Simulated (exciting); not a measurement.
## Core excitons at the Mo L₃ edge of MoS2

Wanted: the near-edge spectrum and the bound core excitons at the Mo L₃ edge of MoS2.

Calculated with exciting sodium; X-ray absorption, core-level Bethe-Salpeter equation, exchange and statically screened direct term, Tamm-Dancoff, all-electron LAPW+lo PBE.

Most raw output is cut from this account.

The database entry behind the starting cell differs from later determinations by our own check (about 0.3 % long), so it need not match the best structure at ambient conditions.

### 1. The structure

The structure is hexagonal, space group P6_3/mmc (No. 194). The conventional cell has a = 3.169 Å, b = 3.169 Å, c = 12.324 Å, α = 90.00°, β = 90.00°, γ = 120.00°. Mo has 6 S at 2.41 Å nearest. Nearest to S lie 3 Mo at 2.41 Å. Farther neighbours and most contacts between anions are not listed.

As a file:

```cif
data_structure
_symmetry_space_group_name_H-M 'P 1'
_symmetry_Int_Tables_number 1
_cell_length_a 3.1690
_cell_length_b 3.1690
_cell_length_c 12.3240
_cell_angle_alpha 90.000
_cell_angle_beta 90.000
_cell_angle_gamma 120.000
_cell_volume 107.18
loop_
_atom_site_label
_atom_site_type_symbol
_atom_site_fract_x
_atom_site_fract_y
_atom_site_fract_z
_atom_site_occupancy
Mo1 Mo 0.66667 0.33333 0.75000 1
Mo2 Mo 0.33333 0.66667 0.25000 1
S3 S 0.66667 0.33333 0.37700 1
S4 S 0.33333 0.66667 0.87700 1
S5 S 0.66667 0.33333 0.12300 1
S6 S 0.33333 0.66667 0.62300 1
```

Differences between curves are given as r.m.s. difference over r.m.s. height.

### 2. The self-consistent potential

The species files are the program's own, with muffin-tin radii set in the input.

input.xml

```
<input>
  <title>MoS2</title>
  <structure speciespath="." autormt="false" epslat="1.0e-5">
    <crystal>
      <basevect>5.9885420878 0.0000000000 0.0000000000</basevect>
      <basevect>-2.9942710439 5.1862295797 0.0000000000</basevect>
      <basevect>0.0000000000 0.0000000000 23.2889847556</basevect>
    </crystal>
    <species speciesfile="Mo.xml" rmt="2.240">
      <atom coord="0.6666666667 0.3333333333 0.7500000000"/>
      <atom coord="0.3333333333 0.6666666667 0.2500000000"/>
    </species>
    <species speciesfile="S.xml" rmt="2.173">
      <atom coord="0.6666666667 0.3333333333 0.3770000000"/>
      <atom coord="0.3333333333 0.6666666667 0.8770000000"/>
      <atom coord="0.6666666667 0.3333333333 0.1230000000"/>
      <atom coord="0.3333333333 0.6666666667 0.6230000000"/>
    </species>
  </structure>
  <groundstate do="fromscratch" xctype="GGA_PBE" ngridk="6 6 1" rgkmax="7" gmaxvr="14" nempty="8" swidth="0.001" maxscl="100" epsengy="1e-5"/>
</input>
```

Command:

```bash
> OMP_NUM_THREADS=1 mpirun -n 4 exciting
```

Wall time 36 s (4 MPI ranks of Intel Xeon 6975P-C (Granite Rapids), shared host).

The mesh shows a gap of 0.90 eV. Core levels (Dirac, from the valence top):

| atom | level | energy (eV) |
| --- | --- | --- |
| Mo | 2s1/2 | -2795.4 |
| Mo | 2p1/2 | -2571.4 |
| Mo | 2p3/2 | -2464.8 |
| Mo | 3s1/2 | -473.8 |
| Mo | 3p1/2 | -388.5 |
| Mo | 3p3/2 | -371.0 |
| Mo | 3d3/2 | -220.3 |
| Mo | 3d5/2 | -217.0 |

### 3. A richer basis for the empty states

Each species file gets more local orbitals, built from u and its energy derivative at 0.15 Ha and u at 0.9 Ha.

input.xml is that of step 2.

SPECIES.xml, added lines

```
<lo l="L">  <!-- L = 0, 1, 2 -->
  <wf matchingOrder="0" trialEnergy="0.1500" searchE="false"/>
  <wf matchingOrder="1" trialEnergy="0.1500" searchE="false"/>
  <wf matchingOrder="0" trialEnergy="0.9000" searchE="false"/>
</lo>
```

Command:

```bash
> OMP_NUM_THREADS=1 mpirun -n 4 exciting
```

It took 36 s on 4 MPI ranks.

Against the first ground state the total energy moves by -12 meV an atom and the gap by 0.00 eV.

### 4. Screening, kernels and BSE for Mo atom 1

The absorber has 6 S at 2.41 Å (trigonal prismatic, site symmetry -6m2).

input.xml: that of step 3 with these lines changed.

```diff
@@ -19,3 +19,19 @@
   </structure>
-  <groundstate do="fromscratch" xctype="GGA_PBE" ngridk="6 6 1" rgkmax="7" gmaxvr="14" nempty="8" swidth="0.001" maxscl="100" epsengy="1e-5"/>
+  <groundstate do="skip" xctype="GGA_PBE" ngridk="6 6 1" rgkmax="7" gmaxvr="14" nempty="8" swidth="0.001" maxscl="100" epsengy="1e-5"/>
+  <xs xstype="BSE" ngridk="5 5 1" ngridq="5 5 1" vkloff="0.097 0.273 0.493" rgkmax="7" nempty="51" gqmax="3" lmaxapwwf="5" lmaxemat="3" broad="0.03271" tevout="true">
+    <energywindow intv="90.171 91.788" points="439"/>
+    <screening screentype="full" nempty="78"/>
+    <BSE xas="true" xasspecies="1" xasatom="1" xasedge="L3" bsetype="singlet" nstlxas="1 47"/>
+    <qpointset>
+      <qpoint>0 0 0</qpoint>
+    </qpointset>
+    <plan>
+      <doonly task="xsgeneigvec"/>
+      <doonly task="writepmatxs"/>
+      <doonly task="scrgeneigvec"/>
+      <doonly task="scrwritepmat"/>
+      <doonly task="screen"/>
+      <doonly task="scrcoulint"/>
+    </plan>
+  </xs>
 </input>
```

input.xml for the exchange start (cutoff and plan only)

```
  gqmax="2"
  <plan>
    <doonly task="exccoulint"/>
  </plan>
```

input.xml for the last start (plan only)

```
  <plan>
    <doonly task="bse"/>
  </plan>
```

Command:

```bash
> OMP_NUM_THREADS=1 mpirun -n 4 exciting
> OMP_NUM_THREADS=1 mpirun -n 4 exciting
> OMP_NUM_THREADS=4 exciting
```

Run time: 12 min. Hardware: 4 MPI ranks.

Wall time by task: xsgeneigvec 6.9 s, writepmatxs 8.2 s, scrgeneigvec 5.9 s, scrwritepmat 5 s, screen 71 s, scrcoulint 2.2 min, exccoulint 6.6 min, bse 73 s.

The Mo L₃ spectrum of Mo atom 1 (energy from the Kohn–Sham onset, core level to the lowest empty state found on the meshes used, 2465.67 eV; the ground-state mesh sets it, and the shifted mesh has its lowest transition 0.26 eV above it; Im ε scaled to the maximum of the singlet run; cut below the end of the band set):

| E (eV) | isotropic | ε ⊥ c | ε ∥ c |
| --- | --- | --- | --- |
| -6.5 | 0.03 | 0.03 | 0.03 |
| -6.0 | 0.03 | 0.03 | 0.03 |
| -5.5 | 0.04 | 0.04 | 0.04 |
| -5.0 | 0.04 | 0.04 | 0.04 |
| -4.5 | 0.05 | 0.05 | 0.05 |
| -4.0 | 0.07 | 0.07 | 0.06 |
| -3.5 | 0.09 | 0.09 | 0.08 |
| -3.0 | 0.12 | 0.12 | 0.11 |
| -2.5 | 0.17 | 0.17 | 0.16 |
| -2.0 | 0.26 | 0.26 | 0.24 |
| -1.5 | 0.42 | 0.44 | 0.39 |
| -1.0 | 0.70 | 0.73 | 0.64 |
| -0.5 | 0.97 | 1.00 | 0.91 |
| 0.0 | 0.95 | 0.93 | 1.00 |
| 0.5 | 0.75 | 0.70 | 0.84 |
| 1.0 | 0.53 | 0.49 | 0.61 |
| 1.5 | 0.38 | 0.34 | 0.44 |
| 2.0 | 0.27 | 0.25 | 0.32 |
| 2.5 | 0.20 | 0.18 | 0.24 |
| 3.0 | 0.15 | 0.14 | 0.17 |
| 3.5 | 0.11 | 0.11 | 0.12 |
| 4.0 | 0.10 | 0.10 | 0.10 |
| 4.5 | 0.10 | 0.10 | 0.09 |
| 5.0 | 0.10 | 0.11 | 0.08 |
| 5.5 | 0.11 | 0.12 | 0.09 |
| 6.0 | 0.12 | 0.13 | 0.10 |
| 6.5 | 0.13 | 0.14 | 0.11 |
| 7.0 | 0.15 | 0.15 | 0.13 |
| 7.5 | 0.15 | 0.16 | 0.14 |
| 8.0 | 0.15 | 0.15 | 0.15 |
| 8.5 | 0.14 | 0.14 | 0.14 |
| 9.0 | 0.13 | 0.13 | 0.13 |
| 9.5 | 0.12 | 0.13 | 0.12 |
| 10.0 | 0.13 | 0.13 | 0.13 |
| 10.5 | 0.13 | 0.13 | 0.13 |
| 11.0 | 0.12 | 0.12 | 0.12 |
| 11.5 | 0.11 | 0.11 | 0.11 |
| 12.0 | 0.11 | 0.11 | 0.11 |
| 12.5 | 0.11 | 0.11 | 0.11 |
| 13.0 | 0.10 | 0.10 | 0.10 |
| 13.5 | 0.10 | 0.09 | 0.10 |
| 14.0 | 0.09 | 0.09 | 0.09 |
| 14.5 | 0.08 | 0.08 | 0.08 |
| 15.0 | 0.08 | 0.07 | 0.08 |
| 15.5 | 0.07 | 0.07 | 0.08 |
| 16.0 | 0.07 | 0.07 | 0.07 |
| 16.5 | 0.06 | 0.06 | 0.06 |
| 17.0 | 0.06 | 0.06 | 0.06 |
| 17.5 | 0.06 | 0.06 | 0.06 |
| 18.0 | 0.06 | 0.06 | 0.06 |
| 18.5 | 0.07 | 0.07 | 0.06 |
| 19.0 | 0.07 | 0.08 | 0.06 |
| 19.5 | 0.07 | 0.08 | 0.06 |
| 20.0 | 0.08 | 0.08 | 0.07 |

Maxima (height): -0.3 eV (1.00) and 7.6 eV (0.15).

The Hamiltonian has 4700 rows. The lowest groups of eigenvalues and the brightest ones, on the scale above (the program counts from the shifted mesh's onset, 0.26 eV higher). Core spinors bring spin-forbidden partners, so dark means forbidden by spin or by symmetry, and the shifted mesh splits states that symmetry would keep together:

| energy (eV) | states within 10 meV | relative strength |
| --- | --- | --- |
| -0.599 | 4 | 0.61 |
| -0.521 | 6 | 1.00 |
| -0.507 | 2 | 0.18 |
| -0.036 | 4 | 0.011 |
| 0.000 | 4 | 0.46 |
| 0.028 | 4 | 0.41 |
| 0.225 | 8 | 0.049 |
| 0.273 | 12 | 0.046 |

### 5. Independent particles

input.xml: that of step 4 with these lines changed.

```diff
@@ -23,3 +23,3 @@
     <screening screentype="full" nempty="78"/>
-    <BSE xas="true" xasspecies="1" xasatom="1" xasedge="L3" bsetype="singlet" nstlxas="1 47"/>
+    <BSE xas="true" xasspecies="1" xasatom="1" xasedge="L3" bsetype="IP" nstlxas="1 47"/>
     <qpointset>
@@ -28,8 +28,3 @@
     <plan>
-      <doonly task="xsgeneigvec"/>
-      <doonly task="writepmatxs"/>
-      <doonly task="scrgeneigvec"/>
-      <doonly task="scrwritepmat"/>
-      <doonly task="screen"/>
-      <doonly task="scrcoulint"/>
+      <doonly task="bse"/>
     </plan>
```

Command:

```bash
> OMP_NUM_THREADS=4 exciting
```

Wall time 1.5 s (4 threads).

Maxima (height): 1.1 eV (0.75), 8.2 eV (0.17) and 10.9 eV (0.16). The spectrum differs from the singlet run by 66 % r.m.s. Moving the earlier curve by +1.5 eV leaves 20 %. The highest maximum lies at 1.1 eV (0.75), against -0.3 eV (1.00).

### 6. Exchange alone

input.xml: that of step 5 with these lines changed.

```diff
@@ -23,3 +23,3 @@
     <screening screentype="full" nempty="78"/>
-    <BSE xas="true" xasspecies="1" xasatom="1" xasedge="L3" bsetype="IP" nstlxas="1 47"/>
+    <BSE xas="true" xasspecies="1" xasatom="1" xasedge="L3" bsetype="RPA" nstlxas="1 47"/>
     <qpointset>
```

Command:

```bash
> OMP_NUM_THREADS=4 exciting
```

Wall time 76 s (4 threads).

Maxima (height): 1.1 eV (0.75), 8.2 eV (0.17) and 10.9 eV (0.16). The spectrum is that of the independent-particle run within 1 %.

### 7. The levels of theory side by side

```
  level  curve passes 0.15 (eV)  highest maximum (eV)  its height
     IP                    -1.0                   1.1        0.75
    RPA                    -1.0                   1.1        0.75
singlet                    -2.6                  -0.3        1.00
```

```
E (eV)    IP   RPA  singlet
  -6.0  0.02  0.02     0.03
  -5.0  0.02  0.02     0.04
  -4.0  0.03  0.03     0.07
  -3.0  0.05  0.05     0.12
  -2.0  0.08  0.08     0.26
  -1.0  0.16  0.16     0.70
   0.0  0.40  0.40     0.95
   1.0  0.74  0.74     0.53
   2.0  0.62  0.62     0.27
   3.0  0.40  0.40     0.15
   4.0  0.19  0.19     0.10
   5.0  0.13  0.13     0.10
   6.0  0.13  0.13     0.12
   7.0  0.15  0.15     0.15
   8.0  0.17  0.17     0.15
   9.0  0.16  0.16     0.13
  10.0  0.15  0.15     0.13
  11.0  0.16  0.16     0.12
  12.0  0.14  0.14     0.11
  13.0  0.14  0.14     0.10
  14.0  0.13  0.13     0.09
  15.0  0.11  0.11     0.08
  16.0  0.10  0.10     0.07
  17.0  0.08  0.08     0.06
  18.0  0.08  0.08     0.06
  19.0  0.09  0.09     0.07
  20.0  0.10  0.10     0.08
```

### 8. Summary of results

* absorber and edge: Mo L₃, atom 1
* surroundings: 6 S at 2.41 Å (trigonal prismatic, site symmetry -6m2)
* first bright state: -0.60 eV from the Kohn–Sham onset, on this mesh
* highest maximum: -0.3 eV
* cost of the BSE run: 12 min on 4 MPI ranks of Intel Xeon 6975P-C (Granite Rapids), shared host; the last task ran on as many threads

What this shows: Is a core exciton bound? Yes on this mesh: the first bright state (over 5 % of the brightest) lies at -0.60 eV from the Kohn–Sham onset and at -0.86 eV from the lowest bare transition of its own mesh. Exchange alone changes the independent-particle spectrum by 0.1 % r.m.s. Binding energies aren't converged on 25 k points, and fine structure above the first lines is partly noise of the mesh. The kernel cutoff is low for a compact core orbital, so the effect of exchange is a lower bound. The zero comes from the unshifted 6×6×1 ground-state mesh; it is exact only where the band minimum lies on that mesh. The conduction states carry no spin here, so the exchange coupling to the spinor core hole is only partly held. This core level is treated alone, with no coupling to its spin–orbit partner. The Kohn–Sham onset, 2466 eV, is no photon energy (tabulated edge of the element: 2520 eV): the scale needs a rigid shift. No quasiparticle correction widens the gap or stretches the bands. Vibrations and energy-dependent lifetimes are left out. The structure is a published determination, not relaxed.

[Logs are printed without paths, hosts, clocks, repeated set-up lines and the standing remarks that a program may print on its own settings, such as how far it seeks lower states.]

[Hosts, paths, dates, database ids (printed as entryN), source tags and the programs' standing remarks are cut or masked in the printed files.]
